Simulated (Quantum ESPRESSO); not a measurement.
# 1T-HfO2, 1 layer: k-mesh convergence, part 2 of 3

Wanted: the cheapest sound input for 1T-HfO2, 1 layer, from a series that sets result against time.

Quantum ESPRESSO 7.5; plane-wave DFT, PBE, GBRV ultrasoft pseudopotentials.

So far. Step 2 (SCF with pw.x: 23×23×1 points): The run needed 22 iterations to bring the estimated error under 1e-07 Ry; the largest force on any atom, held or free, is 4.15 eV/Å, so this geometry is far from relaxed and its levels are not those of the real material. Step 2 (SCF with pw.x: 23×23×1 points): Inside the slab this potential holds the local part of the pseudopotentials, which can be repulsive at the nuclei; only its value in the vacuum has a meaning of its own.

## 3. SCF with pw.x: 16×16×1 points

c1.in

```
&control
  prefix = 'c1'
  outdir = './out'
  pseudo_dir = './pseudo'
  calculation = 'scf'
  tprnfor = .true.
/
&system
  ibrav = 0
  nat = 3
  ntyp = 2
  ecutwfc = 40
  ecutrho = 200
  occupations = 'smearing'
  smearing = 'fd'
  degauss = 0.004
  assume_isolated = 'esm'
  esm_bc = 'bc1'
/
&electrons
  conv_thr = 1e-07
  mixing_beta = 0.4
  electron_maxstep = 120
  mixing_mode = 'local-TF'
/
ATOMIC_SPECIES
  O   15.9990  o_pbe_v1.2.uspp.F.UPF
  Hf  178.4900  hf_pbe_v1.uspp.F.UPF
CELL_PARAMETERS angstrom
  3.24000000000000 0.00000000000000 0.00000000000000
  -1.62000000000000 2.80592230826158 0.00000000000000
  0.00000000000000 0.00000000000000 19.51859087586690
ATOMIC_POSITIONS crystal
  O   0.666666666667 0.333333333333 -0.064517743414
  Hf  0.000000000000 0.000000000000 0.000000000000
  O   0.333333333333 0.666666666667 0.064517743414
K_POINTS automatic
  16 16 1 0 0 0
```

Run with:

```bash
$ OMP_NUM_THREADS=1 mpirun -n 4 pw.x -nk 4 -in c1.in > c1.out
```

The program printed:

```text
[banner, memory and clock lines left out]
Program PWSCF v.7.5 starts
[...]
Message from routine setup:
[...]
number of electrons       =        24.00
     number of Kohn-Sham states=           16
     kinetic-energy cutoff     =      40.0000  Ry
     charge density cutoff     =     200.0000  Ry
[...]
number of k points=    30  Fermi-Dirac smearing, width (Ry)=  0.0040
[...]
Dense  grid:    57185 G-vectors     FFT dimensions: (  27,  27, 180)
[...]
negative rho (up, down):  1.118E-01 0.000E+00
     Starting wfcs are   21 randomized atomic wfcs
[...]
negative rho (up, down):  1.090E-01 0.000E+00
[...]
estimated scf accuracy    <       1.04680609 Ry
[...]
negative rho (up, down):  1.392E-01 0.000E+00
[...]
estimated scf accuracy    <       0.66591717 Ry
[...]
negative rho (up, down):  1.382E-01 0.000E+00
[...]
estimated scf accuracy    <       0.22660641 Ry
[...]
negative rho (up, down):  1.548E-01 0.000E+00
[...]
estimated scf accuracy    <       0.13818856 Ry
[...]
negative rho (up, down):  1.580E-01 0.000E+00
[...]
estimated scf accuracy    <       0.03453767 Ry
[...]
negative rho (up, down):  1.496E-01 0.000E+00
[...]
estimated scf accuracy    <       0.02740301 Ry
[...]
negative rho (up, down):  1.468E-01 0.000E+00
[...]
estimated scf accuracy    <       0.00447476 Ry
[...]
negative rho (up, down):  1.450E-01 0.000E+00
[...]
estimated scf accuracy    <       0.04449326 Ry
[...]
negative rho (up, down):  1.293E-01 0.000E+00
[...]
estimated scf accuracy    <       0.00809954 Ry
[...]
negative rho (up, down):  1.250E-01 0.000E+00
[...]
estimated scf accuracy    <       0.05699024 Ry
[...]
negative rho (up, down):  1.147E-01 0.000E+00
[...]
estimated scf accuracy    <       0.01305997 Ry
[...]
negative rho (up, down):  1.153E-01 0.000E+00
[...]
estimated scf accuracy    <       0.01816664 Ry
[...]
negative rho (up, down):  1.128E-01 0.000E+00
[...]
estimated scf accuracy    <       0.01338314 Ry
[...]
negative rho (up, down):  1.101E-01 0.000E+00
[...]
estimated scf accuracy    <       0.00230956 Ry
[...]
negative rho (up, down):  1.098E-01 0.000E+00
[...]
estimated scf accuracy    <       0.00462075 Ry
[...]
negative rho (up, down):  1.098E-01 0.000E+00
[...]
estimated scf accuracy    <       0.00091775 Ry
[...]
negative rho (up, down):  1.094E-01 0.000E+00
[...]
estimated scf accuracy    <       0.00032210 Ry
[...]
negative rho (up, down):  1.094E-01 0.000E+00
[...]
estimated scf accuracy    <       0.00001073 Ry
[...]
negative rho (up, down):  1.094E-01 0.000E+00
[...]
estimated scf accuracy    <       0.00000526 Ry
[...]
negative rho (up, down):  1.094E-01 0.000E+00
[...]
estimated scf accuracy    <       0.00000276 Ry
[...]
negative rho (up, down):  1.093E-01 0.000E+00
[...]
estimated scf accuracy    <       0.00003302 Ry
[...]
negative rho (up, down):  1.093E-01 0.000E+00
[...]
estimated scf accuracy    <       0.00001416 Ry
[...]
negative rho (up, down):  1.093E-01 0.000E+00
[...]
estimated scf accuracy    <       0.00000045 Ry
[...]
negative rho (up, down):  1.093E-01 0.000E+00
[...]
estimated scf accuracy    <       0.00000495 Ry
[...]
negative rho (up, down):  1.093E-01 0.000E+00
[...]
the Fermi energy is    -7.3933 ev
!    total energy              =    -223.90472805 Ry
     estimated scf accuracy    <       0.00000002 Ry
     smearing contrib. (-TS)   =      -0.00000000 Ry
     internal energy E=F+TS    =    -223.90472805 Ry
[...]
one-electron contribution =     449.29368698 Ry
     hartree contribution      =    -227.93456019 Ry
     xc contribution           =     -90.06428083 Ry
     ewald contribution        =    -355.19957401 Ry
     convergence has been achieved in  25 iterations
     negative rho (up, down):  1.093E-01 0.000E+00
[...]
Total force =     0.227980     Total SCF correction =     0.000056
[...]
```

Wall time 36 s (4 MPI ranks of Arm Neoverse V2, shared host); peak memory 0.71 GiB.

Numbers from this step:

- Fermi energy: -7.393 eV
- valence top, on the run's zero: -8.861 eV
- conduction bottom, on the run's zero: -5.588 eV
- gap by band count: 3.273 eV
- vacuum line at the lower end of the cell, over the valence top: 8.861 eV
- vacuum line at the upper end of the cell, over the valence top: 8.861 eV

The program's own clock; routines nest. Time by routine:

```
   routine  wall time (s)  calls
     PWSCF          35.88      1
 electrons          34.66      1
   c_bands          20.71     25
   cegterg          17.94    200
     h_psi          13.16   1294
      fftw          10.73  24036
  vloc_psi          10.63   1294
  sum_band           5.34     25
   mix_rho           4.79     25
      newd           2.72     26
      ffts           2.51   2921
    calbec           1.57   1526
add_vuspsi           1.26   1294
     s_psi           1.22   1294
```

Counted from each run's own zero (the valence top), the vacuum level differs from the first run's by -1 meV.

## 4. Self-consistent run: 12×12×1 points

c2.in is the input of step 3 with these lines changed:

```diff
@@ -1,3 +1,3 @@
 &control
-  prefix = 'c1'
+  prefix = 'c2'
   outdir = './out'
@@ -37,2 +37,2 @@
 K_POINTS automatic
-  16 16 1 0 0 0
+  12 12 1 0 0 0
```

Run with:

```bash
$ OMP_NUM_THREADS=1 mpirun -n 4 pw.x -nk 4 -in c2.in > c2.out
```

The program printed:

```text
[banner, memory and clock lines left out]
Program PWSCF v.7.5 starts
[...]
Message from routine setup:
[...]
number of electrons       =        24.00
     number of Kohn-Sham states=           16
     kinetic-energy cutoff     =      40.0000  Ry
     charge density cutoff     =     200.0000  Ry
[...]
number of k points=    19  Fermi-Dirac smearing, width (Ry)=  0.0040
[...]
Dense  grid:    57185 G-vectors     FFT dimensions: (  27,  27, 180)
[...]
negative rho (up, down):  1.118E-01 0.000E+00
     Starting wfcs are   21 randomized atomic wfcs
[...]
negative rho (up, down):  1.091E-01 0.000E+00
[...]
estimated scf accuracy    <       1.04715070 Ry
[...]
negative rho (up, down):  1.394E-01 0.000E+00
[...]
estimated scf accuracy    <       0.66636173 Ry
[...]
negative rho (up, down):  1.384E-01 0.000E+00
[...]
estimated scf accuracy    <       0.23854757 Ry
[...]
negative rho (up, down):  1.539E-01 0.000E+00
[...]
estimated scf accuracy    <       0.15240073 Ry
[...]
negative rho (up, down):  1.584E-01 0.000E+00
[...]
estimated scf accuracy    <       0.02933459 Ry
[...]
negative rho (up, down):  1.499E-01 0.000E+00
[...]
estimated scf accuracy    <       0.02984491 Ry
[...]
negative rho (up, down):  1.462E-01 0.000E+00
[...]
estimated scf accuracy    <       0.00429905 Ry
[...]
negative rho (up, down):  1.457E-01 0.000E+00
[...]
estimated scf accuracy    <       0.05540201 Ry
[...]
negative rho (up, down):  1.308E-01 0.000E+00
[...]
estimated scf accuracy    <       0.01935313 Ry
[...]
negative rho (up, down):  1.251E-01 0.000E+00
[...]
estimated scf accuracy    <       0.06878746 Ry
[...]
negative rho (up, down):  1.160E-01 0.000E+00
[...]
estimated scf accuracy    <       0.02149238 Ry
[...]
negative rho (up, down):  1.153E-01 0.000E+00
[...]
estimated scf accuracy    <       0.01469021 Ry
[...]
negative rho (up, down):  1.127E-01 0.000E+00
[...]
estimated scf accuracy    <       0.01869731 Ry
[...]
negative rho (up, down):  1.108E-01 0.000E+00
[...]
estimated scf accuracy    <       0.00195459 Ry
[...]
negative rho (up, down):  1.097E-01 0.000E+00
[...]
estimated scf accuracy    <       0.00146034 Ry
[...]
negative rho (up, down):  1.096E-01 0.000E+00
[...]
estimated scf accuracy    <       0.00012398 Ry
[...]
negative rho (up, down):  1.095E-01 0.000E+00
[...]
estimated scf accuracy    <       0.00004052 Ry
[...]
negative rho (up, down):  1.093E-01 0.000E+00
[...]
estimated scf accuracy    <       0.00000635 Ry
[...]
negative rho (up, down):  1.093E-01 0.000E+00
[...]
estimated scf accuracy    <       0.00001080 Ry
[...]
negative rho (up, down):  1.093E-01 0.000E+00
[...]
estimated scf accuracy    <       0.00000309 Ry
[...]
negative rho (up, down):  1.093E-01 0.000E+00
[...]
estimated scf accuracy    <       0.00000050 Ry
[...]
negative rho (up, down):  1.093E-01 0.000E+00
[...]
estimated scf accuracy    <       0.00000011 Ry
[...]
negative rho (up, down):  1.093E-01 0.000E+00
[...]
the Fermi energy is    -7.4054 ev
!    total energy              =    -223.90472515 Ry
     estimated scf accuracy    <       0.00000002 Ry
     smearing contrib. (-TS)   =      -0.00000000 Ry
     internal energy E=F+TS    =    -223.90472515 Ry
[...]
one-electron contribution =     449.29560951 Ry
     hartree contribution      =    -227.93665467 Ry
     xc contribution           =     -90.06410598 Ry
     ewald contribution        =    -355.19957401 Ry
     convergence has been achieved in  23 iterations
     negative rho (up, down):  1.093E-01 0.000E+00
[...]
Total force =     0.227995     Total SCF correction =     0.000103
[...]
```

Wall time 25 s (4 MPI ranks); peak memory 0.43 GiB; 99 s of CPU time.

This step gave:

```
Fermi energy                                                   : -7.405 eV
valence top, on the run's zero                                 : -8.863 eV
conduction bottom, on the run's zero                           : -5.589 eV
gap by band count                                              : 3.274 eV
vacuum line at the lower end of the cell, over the valence top : 8.863 eV
vacuum line at the upper end of the cell, over the valence top : 8.863 eV
```

The program's own clock; routines nest. Time by routine:

```
   routine  wall time (s)  calls
     PWSCF          24.31      1
 electrons          23.22      1
   c_bands          11.48     23
   cegterg          10.06    115
     h_psi            7.4    735
      fftw           6.06  13628
  vloc_psi           5.98    735
   mix_rho           4.26     23
  sum_band           4.03     23
      newd           2.47     24
      ffts           2.24   2635
  v_of_rho           1.06     24
    calbec           0.88    870
add_vuspsi            0.7    735
```

Counted from each run's own zero (the valence top), the vacuum level differs from the first run's by +1 meV.

## 5. SCF with pw.x: 8×8×1 points

c3.in is the input of step 4 with these lines changed:

```diff
@@ -1,3 +1,3 @@
 &control
-  prefix = 'c2'
+  prefix = 'c3'
   outdir = './out'
@@ -37,2 +37,2 @@
 K_POINTS automatic
-  12 12 1 0 0 0
+  8 8 1 0 0 0
```

Run with:

```bash
$ OMP_NUM_THREADS=1 mpirun -n 4 pw.x -nk 4 -in c3.in > c3.out
```

The program printed:

```text
[banner, memory and clock lines left out]
Program PWSCF v.7.5 starts
[...]
Message from routine setup:
[...]
number of electrons       =        24.00
     number of Kohn-Sham states=           16
     kinetic-energy cutoff     =      40.0000  Ry
     charge density cutoff     =     200.0000  Ry
[...]
number of k points=    10  Fermi-Dirac smearing, width (Ry)=  0.0040
[...]
Dense  grid:    57185 G-vectors     FFT dimensions: (  27,  27, 180)
[...]
negative rho (up, down):  1.118E-01 0.000E+00
     Starting wfcs are   21 randomized atomic wfcs
[...]
negative rho (up, down):  1.090E-01 0.000E+00
[...]
estimated scf accuracy    <       1.04769124 Ry
[...]
negative rho (up, down):  1.391E-01 0.000E+00
[...]
estimated scf accuracy    <       0.66714864 Ry
[...]
negative rho (up, down):  1.382E-01 0.000E+00
[...]
estimated scf accuracy    <       0.26233019 Ry
[...]
negative rho (up, down):  1.522E-01 0.000E+00
[...]
estimated scf accuracy    <       0.18144839 Ry
[...]
negative rho (up, down):  1.594E-01 0.000E+00
[...]
estimated scf accuracy    <       0.01950235 Ry
[...]
negative rho (up, down):  1.496E-01 0.000E+00
[...]
estimated scf accuracy    <       0.04076519 Ry
[...]
negative rho (up, down):  1.436E-01 0.000E+00
[...]
estimated scf accuracy    <       0.00504462 Ry
[...]
negative rho (up, down):  1.434E-01 0.000E+00
[...]
estimated scf accuracy    <       0.06232467 Ry
[...]
negative rho (up, down):  1.311E-01 0.000E+00
[...]
estimated scf accuracy    <       0.03318860 Ry
[...]
negative rho (up, down):  1.266E-01 0.000E+00
[...]
estimated scf accuracy    <       0.05865508 Ry
[...]
negative rho (up, down):  1.171E-01 0.000E+00
[...]
estimated scf accuracy    <       0.05691671 Ry
[...]
negative rho (up, down):  1.134E-01 0.000E+00
[...]
estimated scf accuracy    <       0.00436875 Ry
[...]
negative rho (up, down):  1.108E-01 0.000E+00
[...]
estimated scf accuracy    <       0.02925500 Ry
[...]
negative rho (up, down):  1.102E-01 0.000E+00
[...]
estimated scf accuracy    <       0.00328904 Ry
[...]
negative rho (up, down):  1.098E-01 0.000E+00
[...]
estimated scf accuracy    <       0.00007721 Ry
[...]
negative rho (up, down):  1.095E-01 0.000E+00
[...]
estimated scf accuracy    <       0.00004792 Ry
[...]
negative rho (up, down):  1.094E-01 0.000E+00
[...]
estimated scf accuracy    <       0.00000236 Ry
[...]
negative rho (up, down):  1.094E-01 0.000E+00
[...]
estimated scf accuracy    <       0.00000025 Ry
[...]
negative rho (up, down):  1.093E-01 0.000E+00
[...]
estimated scf accuracy    <       0.00000091 Ry
[...]
negative rho (up, down):  1.093E-01 0.000E+00
[...]
the Fermi energy is    -7.4320 ev
!    total energy              =    -223.90472298 Ry
     estimated scf accuracy    <       0.00000004 Ry
     smearing contrib. (-TS)   =      -0.00000000 Ry
     internal energy E=F+TS    =    -223.90472298 Ry
[...]
one-electron contribution =     449.29521018 Ry
     hartree contribution      =    -227.93647529 Ry
     xc contribution           =     -90.06388387 Ry
     ewald contribution        =    -355.19957401 Ry
     convergence has been achieved in  20 iterations
     negative rho (up, down):  1.093E-01 0.000E+00
[...]
Total force =     0.228033     Total SCF correction =     0.000010
[...]
```

The job ended after 18 s (4 MPI ranks; peak memory 0.72 GiB; 71 s of CPU time).

Numbers from this step:

```
free energy                                                    : -3046.3789 eV
Fermi energy                                                   : -7.432 eV
valence top, on the run's zero                                 : -8.860 eV
conduction bottom, on the run's zero                           : -5.587 eV
gap by band count                                              : 3.273 eV
vacuum line at the lower end of the cell, over the valence top : 8.860 eV
vacuum line at the upper end of the cell, over the valence top : 8.860 eV
```

The program's own clock; routines nest. Time by routine:

```
  routine  wall time (s)  calls
    PWSCF          17.28      1
electrons          16.29      1
  c_bands           6.51     20
  cegterg           5.68     60
    h_psi           4.16    406
  mix_rho           3.75     20
 vloc_psi           3.37    406
     fftw           3.37   7618
 sum_band           3.02     20
     newd           2.16     21
     ffts           1.97   2326
 v_of_rho           0.93     21
 init_run           0.61      1
   calbec           0.49    478
```

Counted from each run's own zero (the valence top), the vacuum level differs from the first run's by -2 meV.

## 6. SCF with pw.x: 6×6×1 points

c4.in is the input of step 5 with these lines changed:

```diff
@@ -1,3 +1,3 @@
 &control
-  prefix = 'c3'
+  prefix = 'c4'
   outdir = './out'
@@ -37,2 +37,2 @@
 K_POINTS automatic
-  8 8 1 0 0 0
+  6 6 1 0 0 0
```

Run with:

```bash
$ OMP_NUM_THREADS=1 mpirun -n 4 pw.x -nk 2 -in c4.in > c4.out
```

The program printed:

```text
[banner, memory and clock lines left out]
Program PWSCF v.7.5 starts
[...]
Message from routine setup:
[...]
number of electrons       =        24.00
     number of Kohn-Sham states=           16
     kinetic-energy cutoff     =      40.0000  Ry
     charge density cutoff     =     200.0000  Ry
[...]
number of k points=     7  Fermi-Dirac smearing, width (Ry)=  0.0040
[...]
Dense  grid:    57185 G-vectors     FFT dimensions: (  27,  27, 180)
[...]
negative rho (up, down):  1.118E-01 0.000E+00
     Starting wfcs are   21 randomized atomic wfcs
[...]
negative rho (up, down):  1.091E-01 0.000E+00
[...]
estimated scf accuracy    <       1.04741819 Ry
[...]
negative rho (up, down):  1.392E-01 0.000E+00
[...]
estimated scf accuracy    <       0.66718043 Ry
[...]
negative rho (up, down):  1.380E-01 0.000E+00
[...]
estimated scf accuracy    <       0.28837383 Ry
[...]
negative rho (up, down):  1.508E-01 0.000E+00
[...]
estimated scf accuracy    <       0.20407640 Ry
[...]
negative rho (up, down):  1.584E-01 0.000E+00
[...]
estimated scf accuracy    <       0.01367345 Ry
[...]
negative rho (up, down):  1.499E-01 0.000E+00
[...]
estimated scf accuracy    <       0.07250545 Ry
[...]
negative rho (up, down):  1.454E-01 0.000E+00
[...]
estimated scf accuracy    <       0.00628486 Ry
[...]
negative rho (up, down):  1.407E-01 0.000E+00
[...]
estimated scf accuracy    <       0.05496638 Ry
[...]
negative rho (up, down):  1.310E-01 0.000E+00
[...]
estimated scf accuracy    <       0.02582863 Ry
[...]
negative rho (up, down):  1.255E-01 0.000E+00
[...]
estimated scf accuracy    <       0.02948424 Ry
[...]
negative rho (up, down):  1.171E-01 0.000E+00
[...]
estimated scf accuracy    <       0.02339238 Ry
[...]
negative rho (up, down):  1.150E-01 0.000E+00
[...]
estimated scf accuracy    <       0.00019969 Ry
[...]
negative rho (up, down):  1.130E-01 0.000E+00
[...]
estimated scf accuracy    <       0.00311533 Ry
[...]
negative rho (up, down):  1.099E-01 0.000E+00
[...]
estimated scf accuracy    <       0.00045666 Ry
[...]
negative rho (up, down):  1.095E-01 0.000E+00
[...]
estimated scf accuracy    <       0.00003752 Ry
[...]
negative rho (up, down):  1.093E-01 0.000E+00
[...]
estimated scf accuracy    <       0.00004324 Ry
[...]
negative rho (up, down):  1.094E-01 0.000E+00
[...]
estimated scf accuracy    <       0.00000307 Ry
[...]
negative rho (up, down):  1.094E-01 0.000E+00
[...]
estimated scf accuracy    <       0.00000149 Ry
[...]
negative rho (up, down):  1.093E-01 0.000E+00
[...]
estimated scf accuracy    <       0.00000027 Ry
[...]
negative rho (up, down):  1.093E-01 0.000E+00
[...]
estimated scf accuracy    <       0.00000036 Ry
[...]
negative rho (up, down):  1.093E-01 0.000E+00
[...]
estimated scf accuracy    <       0.00000014 Ry
[...]
negative rho (up, down):  1.093E-01 0.000E+00
[...]
the Fermi energy is    -7.4051 ev
!    total energy              =    -223.90465298 Ry
     estimated scf accuracy    <       0.00000005 Ry
     smearing contrib. (-TS)   =      -0.00000000 Ry
     internal energy E=F+TS    =    -223.90465298 Ry
[...]
one-electron contribution =     449.29477836 Ry
     hartree contribution      =    -227.93584777 Ry
     xc contribution           =     -90.06400956 Ry
     ewald contribution        =    -355.19957401 Ry
     convergence has been achieved in  22 iterations
     negative rho (up, down):  1.093E-01 0.000E+00
[...]
Total force =     0.228155     Total SCF correction =     0.000142
[...]
```

Elapsed: 14 s, on 4 MPI ranks; peak memory 0.67 GiB.

Numbers from this step:

- free energy: -3046.3780 eV
- Fermi energy: -7.405 eV
- conduction bottom, on the run's zero: -5.588 eV
- gap by band count: 3.272 eV

The program's own clock; routines nest. Time by routine:

```
  routine  wall time (s)  calls
    PWSCF          13.46      1
electrons          12.73      1
  c_bands           5.05     22
  cegterg           4.66     88
    h_psi           3.52    544
     fftw           3.04  10984
 sum_band           2.98     22
 vloc_psi           2.95    544
     newd           2.24     23
  mix_rho           2.05     22
     ffts           1.06   2552
 v_of_rho            0.5     23
 init_run           0.39      1
   calbec           0.37    648
```

Counted from each run's own zero (the valence top), the vacuum level differs from the first run's by -2 meV.

[end of part 2 of 3]

[Logs are printed without paths, hosts, clocks, repeated set-up lines and the standing remarks that a program may print on its own settings, such as how far it seeks lower states.]

[Hosts, paths, dates, database ids (printed as entryN), source tags and the programs' standing remarks are cut or masked in the printed files.]

[Maps of the electrostatic potential energy from Ansatz leave out the sawtooth potential of an applied field or a dipole correction, so their vacuum need not be flat; planar profiles and work functions include it.]
